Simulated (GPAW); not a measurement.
# How GaCo absorbs and reflects light, part 2 of 2

Aim: the dielectric function of GaCo, and the optical constants that follow from it.

GPAW 26.7.0; DFT, PBE, plane-wave PAW (GPAW data sets), scalar-relativistic, RPA, optical limit.

So far. Step 2 (Ground state): There are states at the Fermi level within the smearing, so the occupations stay smeared and the carriers get a Drude term.

**4. Dielectric function, RPA**

Transitions between filled and empty bands, summed over the zone, give the optical response, so mesh, band count and broadening shape it.

The induced potential is part of this response.

This step: DFT, PBE, plane-wave PAW (GPAW data sets), scalar-relativistic, RPA, optical limit (GPAW 26.7.0).

Input file df.py:

```python
from gpaw.response.df import DielectricFunction

df = DielectricFunction('full.gpw', frequencies={'type': 'nonlinear', 'domega0': 0.03, 'omega2': 8},
                        ecut=50,
                        eta=0.15,
                        nbands=26,
                        rate=0.05,
                        txt='df.txt')
for direction in ['x']:
    df.get_dielectric_function(xc='RPA', direction=direction, filename=f'df_{direction}.csv')
```

Command:

```sh
> OMP_NUM_THREADS=1 python df.py
```

Numbers of over 12 decimals in the logs are rounded to 6 here.

The log of the run:

```text
Using integrator: PointIntegrator
NonLinearFrequencyDescriptor(from 0.000 to 49.084 eV, 463 points)
Nonperiodic BCs:  [False False False]
Using integrator: PointIntegrator
NonLinearFrequencyDescriptor(from 0.000 to 49.084 eV, 463 points)
Nonperiodic BCs:  [False False False]
Using integrator: PointIntegrator

Calculating chi0 body with:
    Ground state adapter containing:
    Number of spins: 1
    Number of kpoints: 3375
    Number of irreducible kpoints: 120
    Number of completely occupied states: 3
    Number of partially occupied states: 7

    Linear response parametrization:
    q_c: [0.0, 0.0, 0.0]
    Number of frequency points: 463
    Planewave cutoff: 50.0
    Number of bands: 26
    Number of planewaves: 19
    Broadening (eta): 0.15

Integrating chi0 body.

Symmetries of q_c:
    Direct symmetries (Uq -> q): 48
    Indirect symmetries (TUq -> q): 0
In total 48 allowed symmetries.

120 groups of equivalent kpoints. 96.444444% reduction.

Integral kind: spectral function

Calculating chi0 optical extensions with:
    Ground state adapter containing:
    Number of spins: 1
    Number of kpoints: 3375
    Number of irreducible kpoints: 120
    Number of completely occupied states: 3
    Number of partially occupied states: 7

    Linear response parametrization:
    Number of frequency points: 463
    Planewave cutoff: 50.0
    Number of bands: 26
    Number of planewaves: 19
    Broadening (eta): 0.15
Integrating chi0 head and wings.

Symmetries of q_c:
    Direct symmetries (Uq -> q): 48
    Indirect symmetries (TUq -> q): 0
In total 48 allowed symmetries.

120 groups of equivalent kpoints. 96.444444% reduction.

Integral kind: spectral function wings

Calculating drude chi0 with:
    Number of frequency points:463
    Plasma frequency decay rate: 0.05 eV

    Ground state adapter containing:
    Number of spins: 1
    Number of kpoints: 3375
    Number of irreducible kpoints: 120
    Number of completely occupied states: 3
    Number of partially occupied states: 7

Symmetries of q_c:
    Direct symmetries (Uq -> q): 48
    Indirect symmetries (TUq -> q): 0
In total 48 allowed symmetries.

120 groups of equivalent kpoints. 96.444444% reduction.

Integral kind: intraband
Plasma frequency:
[[3.97+0.j 0.  -0.j 0.  +0.j]
 [0.  +0.j 3.97+0.j 0.  +0.j]
 [0.  +0.j 0.  +0.j 3.97+0.j]]
```

The job ended after 7 s (1 thread of Arm Neoverse V1, shared host; peak memory 0.22 GiB).

The Im ε, E ∥ x has structure finer than the step of the table below, so its rows give means over 0.5 eV, whole bins alone (the curve runs from 0.305 to 14.0 eV). Peaks (eV: height): 0.78: 29.7, 4.75: 14.4, 5.87: 18.8.

Sum at mesh points, not converged in k. The Im ε, E ∥ x by photon energy; means over each step:

| photon energy (eV) | Im ε, E ∥ x |
| --- | --- |
| 1.0 | 25.6 |
| 1.5 | 17.0 |
| 2.0 | 13.0 |
| 2.5 | 8.80 |
| 3.0 | 6.26 |
| 3.5 | 5.32 |
| 4.0 | 5.67 |
| 4.5 | 11.2 |
| 5.0 | 12.1 |
| 5.5 | 11.5 |
| 6.0 | 16.8 |
| 6.5 | 11.3 |
| 7.0 | 8.57 |
| 7.5 | 6.14 |
| 8.0 | 5.44 |
| 8.5 | 3.98 |
| 9.0 | 3.07 |
| 9.5 | 2.52 |
| 10.0 | 2.27 |
| 10.5 | 1.73 |
| 11.0 | 1.40 |
| 11.5 | 1.31 |
| 12.0 | 1.31 |
| 12.5 | 1.16 |
| 13.0 | 1.14 |
| 13.5 | 1.18 |

Values under 1 per cm are given as 1; sum at mesh points, not converged in k. Table of absorption coefficient, E ∥ x by photon energy:

| photon energy (eV) | absorption coefficient, E ∥ x (1/cm) |
| --- | --- |
| 0.492 | 2.8e5 |
| 1.010 | 3.7e5 |
| 1.486 | 4.3e5 |
| 1.985 | 5.0e5 |
| 2.508 | 5.1e5 |
| 3.018 | 4.2e5 |
| 3.510 | 3.9e5 |
| 3.980 | 3.9e5 |
| 4.516 | 7.5e5 |
| 4.981 | 1.1e6 |
| 5.515 | 9.1e5 |
| 6.021 | 1.9e6 |
| 6.494 | 1.8e6 |
| 6.985 | 2.0e6 |
| 7.496 | 1.8e6 |
| 8.026 | 1.9e6 |
| 8.516 | 1.9e6 |
| 9.023 | 1.8e6 |
| 9.483 | 1.7e6 |
| 10.026 | 1.7e6 |
| 10.519 | 1.6e6 |
| 11.029 | 1.6e6 |
| 11.479 | 1.5e6 |
| 12.023 | 1.5e6 |
| 12.504 | 1.4e6 |
| 13.000 | 1.4e6 |
| 13.512 | 1.4e6 |

Sum at mesh points, not converged in k. Reflectivity at normal incidence, E ∥ x against photon energy; read off at these points:

photon energy (eV), reflectivity at normal incidence, E ∥ x (%) and a bar from the least value:
```
    0.500       77.4 ##############################
    0.750       60.1 ####################
    1.000       57.8 ###################
    1.250       54.7 #################
    1.500       49.8 ##############
    1.750       48.8 #############
    2.000       45.6 ############
    2.250       43.3 ##########
    2.500       39.0 ########
    2.750       32.0 ####
    3.000       28.0 #
    3.250       25.5 
    3.500       25.4 
    3.750       25.4 
    4.000       28.5 ##
    4.250       33.0 ####
    4.500       39.1 ########
    4.750       43.1 ##########
    4.840       43.5 ##########
    5.000       41.6 #########
    5.250       36.3 ######
    5.500       36.4 ######
    5.750       47.1 #############
    6.000       53.8 ################
    6.125       55.0 #################
    6.250       54.4 #################
    6.500       52.0 ###############
    6.750       53.9 ################
    7.000       58.2 ###################
    7.041       58.4 ###################
    7.250       55.7 #################
    7.500       53.9 ################
    7.750       52.1 ###############
    8.000       54.6 #################
    8.250       55.3 #################
    8.500       59.4 ####################
    8.578       59.6 ####################
    8.750       57.8 ###################
    9.000       54.9 #################
    9.250       56.3 ##################
    9.500       54.1 #################
    9.750       52.6 ################
   10.000       52.7 ################
   10.250       55.6 #################
   10.376       56.6 ##################
   10.500       55.0 #################
   10.750       53.1 ################
   11.000       54.5 #################
   11.250       49.7 ##############
   11.500       46.8 ############
   11.750       42.9 ##########
   12.000       42.6 ##########
   12.250       42.5 ##########
   12.500       40.9 #########
   12.750       38.0 #######
   13.000       36.5 ######
   13.250       33.8 #####
   13.500       33.7 #####
   13.750       34.1 #####
```

Sum at mesh points, not converged in k. Table of loss function −Im 1/ε at q → 0, E ∥ x by energy loss; read off at these points:

| energy loss (eV) | loss function −Im 1/ε at q → 0, E ∥ x |
| --- | --- |
| 0.50 | 0.0204 |
| 1.00 | 0.0386 |
| 1.50 | 0.0607 |
| 2.00 | 0.0764 |
| 2.50 | 0.115 |
| 2.86 | 0.136 |
| 3.00 | 0.130 |
| 3.50 | 0.101 |
| 4.00 | 0.0614 |
| 4.50 | 0.0489 |
| 5.00 | 0.0789 |
| 5.50 | 0.0659 |
| 6.00 | 0.0558 |
| 6.50 | 0.0816 |
| 7.00 | 0.0799 |
| 7.50 | 0.111 |
| 8.00 | 0.115 |
| 8.50 | 0.116 |
| 9.00 | 0.156 |
| 9.50 | 0.186 |
| 10.00 | 0.204 |
| 10.50 | 0.229 |
| 11.00 | 0.267 |
| 11.50 | 0.377 |
| 12.00 | 0.431 |
| 12.50 | 0.537 |
| 13.00 | 0.604 |
| 13.25 | 0.652 |
| 13.50 | 0.646 |

The Im ε, E ∥ x has structure finer than the step of the table below, so its rows give means over 0.5 eV, whole bins alone (the curve runs from 0.305 to 14.0 eV). Peaks (eV: height): without local fields 0.78: 29.7, 4.79: 14.7, 5.82: 19.5; with local fields 0.78: 29.7, 4.75: 14.4, 5.87: 18.8.

Sum at mesh points, not converged in k. The Im ε, E ∥ x by photon energy; means over each step:

| photon energy (eV) | without local fields | with local fields |
| --- | --- | --- |
| 1.0 | 25.6 | 25.6 |
| 1.5 | 17.2 | 17.0 |
| 2.0 | 13.2 | 13.0 |
| 2.5 | 8.87 | 8.80 |
| 3.0 | 6.30 | 6.26 |
| 3.5 | 5.37 | 5.32 |
| 4.0 | 5.74 | 5.67 |
| 4.5 | 11.4 | 11.2 |
| 5.0 | 12.5 | 12.1 |
| 5.5 | 12.3 | 11.5 |
| 6.0 | 16.9 | 16.8 |
| 6.5 | 11.0 | 11.3 |
| 7.0 | 8.36 | 8.57 |
| 7.5 | 6.09 | 6.14 |
| 8.0 | 5.44 | 5.44 |
| 8.5 | 3.91 | 3.98 |
| 9.0 | 3.03 | 3.07 |
| 9.5 | 2.50 | 2.52 |
| 10.0 | 2.25 | 2.27 |
| 10.5 | 1.71 | 1.73 |
| 11.0 | 1.39 | 1.40 |
| 11.5 | 1.31 | 1.31 |
| 12.0 | 1.30 | 1.31 |
| 12.5 | 1.16 | 1.16 |
| 13.0 | 1.14 | 1.14 |
| 13.5 | 1.17 | 1.18 |

Optical constants at common wavelengths, from n + ik = √ε:

| wavelength (nm) | n | k | R (%) | 1/α |
| --- | --- | --- | --- | --- |
| 1550 | 3.80 | 3.879 | 60.1 | 32 nm |
| 532 | 2.30 | 2.235 | 42.1 | 19 nm |
| 405 | 2.26 | 1.370 | 27.7 | 24 nm |
| 365 | 2.42 | 1.123 | 25.3 | 26 nm |
| 308 | 2.97 | 0.956 | 28.7 | 26 nm |
| 248 | 2.75 | 2.184 | 41.6 | 9.0 nm |
| 193 | 2.00 | 2.810 | 52.6 | 5.5 nm |

A polished face would reflect 43 % of daylight and look faintly yellow (CIE x = 0.339, y = 0.362 under D65).

**5. What came out**

**Reading.** At this level (PBE, RPA) GaCo is a metal. The mesh is too coarse to trust the carriers' weight, the reflectivity or the colour to better than tens of per cent. A polished face would reflect 43 % of daylight and look faintly yellow (CIE x = 0.339, y = 0.362 under D65). The carriers' damping of 0.05 eV is typed, not computed; it shapes the response at the lowest energies. The run has no spin polarisation; magnetic order or correlation, untested here, could change the spectrum. In this version of GPAW the matrix elements of the optical limit are incomplete, which can lower ε − 1 by up to a tenth where first-row anions or d states rule, and shift it by more in d metals. GPAW's carrier term has the form −ωp²/(ω + i·rate)², which damps like twice the rate and fails at low energy, so the curves leave the lowest energies out. The sum runs over mesh points 0.15 Å⁻¹ apart with no interpolation, so peaks are partly noise of the mesh, and the Drude plasma energy, a sum over the Fermi surface, isn't converged.

[Machine, clock and banner lines and Python warnings are left out of the logs.]

[Logs are printed without paths, hosts, clocks, repeated set-up lines and the standing remarks that a program may print on its own settings, such as how far it seeks lower states.]

[Hosts, paths, dates, database ids (printed as entryN), source tags and the programs' standing remarks are cut or masked in the printed files.]
